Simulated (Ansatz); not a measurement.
## The Nb2NS2 MXene monolayer under a gate: gated layer, added electrons 0, start network

Ansatz 0.2.0; plane-wave DFT, PBE-D3(BJ), Ansatz PAW.

The slab is cut off from its images along the normal. A charged sheet stands for each gate, the layer takes the opposite charge, and a barrier ahead of the sheet keeps electrons from leaking to it. The uncharged case sets the zero; a dense mesh is needed because few carriers fill a small part of the zone.

Input file input.yaml:

```yaml
crystal:
  lattice:
    - [3.2730307972, 0.0, 0.0]
    - [-1.6365153986, 2.8345278178, 0.0]
    - [0.0, 0.0, 41.4961215702]
  atoms:
    - { symbol: S, position: [0.3333333333, 0.6666666667, 0.4337754787] }
    - { symbol: Nb, position: [0.6666666667, 0.3333333333, 0.4725217424] }
    - { symbol: "N", position: [0.0, 0.0, 0.5] }
    - { symbol: Nb, position: [0.3333333333, 0.6666666667, 0.5274782576] }
    - { symbol: S, position: [0.6666666667, 0.3333333333, 0.5662245213] }
  periodic: [true, true, false]
  symmetry: { detect: true }
kpoints:
  mp_grid: { grid: [54, 54, 1] }
  band_path:
    path: [[0, 0, 0], [0.5, 0, 0], [0.33333333, 0.33333333, 0], [0, 0, 0]]
    npoints: 16
hamiltonian:
  xc: pbe
  dispersion: d3bj
scf:
  occupations: { method: fermi_dirac, width: 0.02585 }
  convergence: { dr2_threshold: 1.0e-10 }
output:
  forces: true
  eigenvalues: true
  dos: { projected: true, e_range: [-3, 3], de: 0.01 }
  write_potential: true
  write_density: true
  volumetric_format: npy
  elf: true
external_charges:
  - { charge: 0, barrier: 10, axis: 3, height: 26.996, sigma: 0.25 }
```

Run with:

```sh
ansatz run input.yaml --threads 4 --pin off --max-ram 12288MiB --backend cpu --events-out ev --progress --plain --runs-dir out
```

**Question.** What does this run give for the electron's electrostatic potential energy less the Fermi level against z and density of states against energy?

An odd count of 43 valence electrons without spin polarisation leaves states at the Fermi level.

ELF in the ca plane at fractional y = 0.333, with atoms of Nb and S within 0.2 Å of it. It is the smooth field of the valence electrons, not physical close to the nuclei.

Valence density in the ca plane at fractional y = 0.333, with atoms of Nb and S within 0.2 Å of it.

This step gave:

```yaml
potential_beyond_the_upper_barrier_and_gate_less_the_barrier_from_the_fermi_level: 5.374 eV
```

Running mean over a fixed 2.7 Å (it still follows the layers) of the planar mean; beyond a gate it holds the 10 eV model barrier. The electron's electrostatic potential energy less the Fermi level by z:

| z (Å) | electron's electrostatic potential energy less the Fermi level (eV) |
| --- | --- |
| 4 | 5.39 |
| 5 | 5.39 |
| 6 | 5.39 |
| 7 | 5.39 |
| 8 | 5.39 |
| 9 | 5.39 |
| 10 | 5.39 |
| 11 | 5.39 |
| 12 | 5.39 |
| 13 | 5.39 |
| 14 | 5.39 |
| 15 | 5.36 |
| 16 | 4.64 |
| 17 | 0.465 |
| 18 | -4.89 |
| 19 | -11.2 |
| 20 | -12.7 |
| 21 | -14.2 |
| 22 | -11.9 |
| 23 | -8.95 |
| 24 | -1.69 |
| 25 | 2.81 |
| 26 | 6.62 |
| 27 | 10.4 |
| 28 | 14.0 |
| 29 | 15.4 |
| 30 | 15.4 |
| 31 | 15.4 |
| 32 | 15.4 |
| 33 | 15.4 |
| 34 | 15.4 |
| 35 | 15.4 |
| 36 | 15.4 |
| 37 | 15.4 |
| 38 | 15.4 |

The density of states has structure finer than the step of the table below, so its rows give means over 0.1 eV, whole bins alone (the curve runs from -3 to 1.99 eV). Peaks (eV: height): -2.58: 12.0, -2.35: 6.84, -1.96: 4.57, 0.92: 4.78, 1.11: 7.51, 1.44: 5.12, 1.81: 4.92.

The density of states by energy, zero at the Fermi level; means over each step:

| energy (eV) | density of states (states/eV a cell) |
| --- | --- |
| -2.9 | 4.31 |
| -2.8 | 4.50 |
| -2.7 | 4.82 |
| -2.6 | 7.50 |
| -2.5 | 5.30 |
| -2.4 | 4.93 |
| -2.3 | 3.15 |
| -2.2 | 2.26 |
| -2.1 | 1.98 |
| -2.0 | 2.13 |
| -1.9 | 3.09 |
| -1.8 | 2.46 |
| -1.7 | 1.80 |
| -1.6 | 1.70 |
| -1.5 | 1.67 |
| -1.4 | 1.63 |
| -1.3 | 1.55 |
| -1.2 | 1.65 |
| -1.1 | 1.98 |
| -1.0 | 1.91 |
| -0.9 | 1.02 |
| -0.8 | 1.01 |
| -0.7 | 0.930 |
| -0.6 | 1.11 |
| -0.5 | 1.46 |
| -0.4 | 1.73 |
| -0.3 | 1.71 |
| -0.2 | 1.70 |
| -0.1 | 1.66 |
| 0.0 | 1.74 |
| 0.1 | 1.56 |
| 0.2 | 1.47 |
| 0.3 | 1.44 |
| 0.4 | 1.49 |
| 0.5 | 1.60 |
| 0.6 | 1.64 |
| 0.7 | 1.69 |
| 0.8 | 1.92 |
| 0.9 | 3.35 |
| 1.0 | 3.96 |
| 1.1 | 6.20 |
| 1.2 | 5.52 |
| 1.3 | 6.02 |
| 1.4 | 4.38 |
| 1.5 | 3.12 |
| 1.6 | 2.51 |
| 1.7 | 2.76 |
| 1.8 | 3.53 |
| 1.9 | 2.30 |

Projected DOS per atom over height of the atomic layer and energy from the Fermi level. Layers: S Nb N Nb S from below.

Ten even steps from '0' (0.09 states/eV) to '9' (2.29 states/eV), each cell a mean:
```
04040
04040
07170
09290
06160
02020
02020
01010
02020
02020
01010
00000
00000
12021
11011
11011
21012
21012
21012
63036
83038
62026
```
Columns: height of the atomic layer (Å) from 18 to 23.5 (not evenly spaced); rows upwards: energy from the Fermi level (eV) from -2.98 to 1.97.

The electronic bands at the labelled points (eV, zero at the Fermi level):

| point | band 18 | band 19 | band 20 | band 21 | band 22 | band 23 | band 24 | band 25 |
| --- | --- | --- | --- | --- | --- | --- | --- | --- |
| Γ | -2.38 | -1.36 | -1.36 | -0.75 | -0.75 | -0.35 | 0.76 | 1.12 |
| halfway | -2.62 | -2.39 | -1.94 | -1.92 | 0.15 | 0.53 | 1.07 | 2.00 |
| M | -2.84 | -2.59 | -2.36 | -1.97 | 0.88 | 1.30 | 1.55 | 2.18 |
| halfway | -3.48 | -3.10 | -2.88 | -1.30 | 0.92 | 0.94 | 1.58 | 2.49 |
| K | -3.82 | -3.49 | -3.49 | -0.10 | -0.10 | 0.40 | 2.19 | 2.19 |
| halfway | -3.11 | -2.60 | -2.47 | -1.01 | -0.68 | 1.22 | 1.62 | 1.96 |
| Γ | -2.38 | -1.36 | -1.36 | -0.75 | -0.75 | -0.35 | 0.76 | 1.12 |

Electrostatic potential energy in the ca plane at fractional y = 0.333, with atoms of Nb and S within 0.2 Å of it. With pseudopotentials it is smooth inside the atoms' cores, unlike the true potential.

Ten even steps from '0' (-51 eV) to '9' (0 eV), each cell a mean:
```
99999999999999999999987423688888876568999999
99999999999999999999973000278888851126999999
99999999999999999999972000068898832315999999
99999999999999999999972000168888831215999999
99999999999999999999985101478888863347999999
99999999999999999998887656788777887789999999
99999999999999999988788888887655789999999999
99999999999999999987788888887655789999999999
99999999999999999998888777888766788899999999
```
Columns run along c (16.0 Å, from fractional 0.26 to 0.65 of the cell; values clipped at the 3rd and 97th percentile), rows up along a (3.3 Å). Atoms in or near the plane, at fractional coordinates: Nb at (0.47, 0.67), S at (0.57, 0.67).

Values, 5 rows by 16 columns, each cell a mean:
```
0.00 0.00 0.00 0.00 0.07 0.32 0.33 0.59 0.29 0.19 0.55 0.77 0.79 0.25 0.01 0.00
0.00 0.00 0.00 0.00 0.01 0.08 0.32 0.53 0.43 0.24 0.64 0.32 0.90 0.41 0.02 0.00
0.00 0.00 0.00 0.00 0.07 0.32 0.34 0.61 0.29 0.19 0.56 0.76 0.79 0.26 0.01 0.00
0.00 0.00 0.00 0.02 0.33 0.71 0.61 0.20 0.40 0.23 0.26 0.44 0.23 0.03 0.00 0.00
0.00 0.00 0.00 0.02 0.34 0.73 0.62 0.20 0.42 0.23 0.24 0.41 0.20 0.02 0.00 0.00
```
Columns run along c (16.0 Å, from fractional 0.29 to 0.68 of the cell), rows up along a (3.3 Å). Atoms in or near the plane, at fractional coordinates: Nb at (0.47, 0.67), S at (0.57, 0.67).

Values in e/Å³, 5 rows by 16 columns, each cell a mean:
```
0.0 0.0 0.0 0.0 0.0 0.1 0.5 2.4 0.6 0.2 0.5 0.9 0.3 0.0 0.0 0.0
0.0 0.0 0.0 0.0 0.0 0.1 0.9 4.8 1.3 0.2 0.7 0.7 0.5 0.0 0.0 0.0
0.0 0.0 0.0 0.0 0.0 0.1 0.5 2.5 0.7 0.2 0.5 0.9 0.3 0.0 0.0 0.0
0.0 0.0 0.0 0.0 0.0 0.3 0.4 0.3 0.4 0.5 0.4 0.2 0.1 0.0 0.0 0.0
0.0 0.0 0.0 0.0 0.0 0.3 0.4 0.3 0.4 0.5 0.4 0.2 0.1 0.0 0.0 0.0
```
Columns run along c (16.0 Å, from fractional 0.29 to 0.68 of the cell), rows up along a (3.3 Å). Atoms in or near the plane, at fractional coordinates: Nb at (0.47, 0.67), S at (0.57, 0.67).

[Logs are printed without paths, hosts, clocks, repeated set-up lines and the standing remarks that a program may print on its own settings, such as how far it seeks lower states.]

[Hosts, paths, dates, database ids (printed as entryN), source tags and the programs' standing remarks are cut or masked in the printed files.]

[Maps of the electrostatic potential energy from Ansatz leave out the sawtooth potential of an applied field or a dipole correction, so their vacuum need not be flat; planar profiles and work functions include it.]
